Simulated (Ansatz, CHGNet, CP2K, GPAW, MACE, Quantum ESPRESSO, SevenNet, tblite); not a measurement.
**Other levels on the unslipped end of a generalised stacking fault on (111) (glide set) of a Ge-Si solid solution (72 atoms)**

The cell holds 72 atoms: 51 Ge and 21 Si. Its edges and angles: a = 6.849 Å, b = 11.862 Å, c = 19.571 Å, α = 90.0°, β = 90.0°, γ = 90.0°. Diamond-structure Ge lattice (a = 5.5919 Å, the value set for the mixture), cell with z along [111], 1 x 3 x 2 periods; the third cell vector is tilted by 0.000 of 1/2[11-2] and lengthened by 0.2 Å, so the stacking has no slip (glide set); displaced by a Gaussian of 0.01 Å; 21 of 72 Ge sites given to Si at random (lattice constant by Vegard's rule between Ge and Si). Then every atom was moved at random, 0.03 Å r.m.s. a Cartesian component.

Geometry: as built.

The reference, a calculation:

* method: Kohn-Sham DFT, PBE, PAW, plane waves (Ansatz 0.2.0); cutoff 420 eV, Γ point, fermi-dirac smearing of 0.05 eV; PAW set soft_2
* r.m.s. force component: 0.6135 eV/Å
* longest force: 1.953 eV/Å
* pressure: 1.89 GPa
* gap (highest filled to lowest empty level): 0.2565 eV
* SCF cycles: 8
* time: 29 s on 4 threads of Arm Neoverse V1, shared host
* CPU time: 1.9 min

Runs, in no order:
A. GPAW PBE, LCAO sz(dzp), h 0.2 Å: Kohn-Sham DFT, PBE, PAW, atomic orbitals (sz(dzp))
B. QE PBE, sssp-1.3.0-efficiency, 45/360 Ry: Kohn-Sham DFT, PBE, SSSP efficiency 1.3.0 pseudopotentials, plane waves
C. GPAW PBE, LCAO dzp, h 0.16 Å: Kohn-Sham DFT, PBE, PAW, atomic orbitals (dzp)
D. CP2K PBE, DZVP-UZH, 350/50 Ry, diagonalisation: Kohn-Sham DFT, PBE, GTH-PBE pseudopotentials, Gaussian and plane waves, DZVP-MOLOPT (UZH set), diagonalisation
E. CHGNet 0.3.0 potential: machine-learned interatomic potential CHGNet 0.3.0, trained on PBE(+U) plane-wave data

Q: Order them from the smallest to the largest r.m.s. force difference.

B, D, C, A, E.

```csv
run,"Δ force, r.m.s. (meV/Å)",share of r.m.s. force (%),CPU time
"B. QE PBE, sssp-1.3.0-efficiency, 45/360 Ry",2.56,0.417,16 min
"D. CP2K PBE, DZVP-UZH, 350/50 Ry, diagonalisation",23.0,3.74,3.5 min
"C. GPAW PBE, LCAO dzp, h 0.16 Å",41.9,6.83,10 min
"A. GPAW PBE, LCAO sz(dzp), h 0.2 Å",171,27.8,84 s
E. CHGNet 0.3.0 potential,333,54.3,3.3 s
```

Machine-learned potentials mimic data converged in k, so the reference's own k-point error enters their differences. The electronic-structure runs sample only Γ, in a cell whose shortest periodic width is 7 Å.

[Logs are printed without paths, hosts, clocks, repeated set-up lines and the standing remarks that a program may print on its own settings, such as how far it seeks lower states.]

[Hosts, paths, dates, database ids (printed as entryN), source tags and the programs' standing remarks are cut or masked in the printed files.]
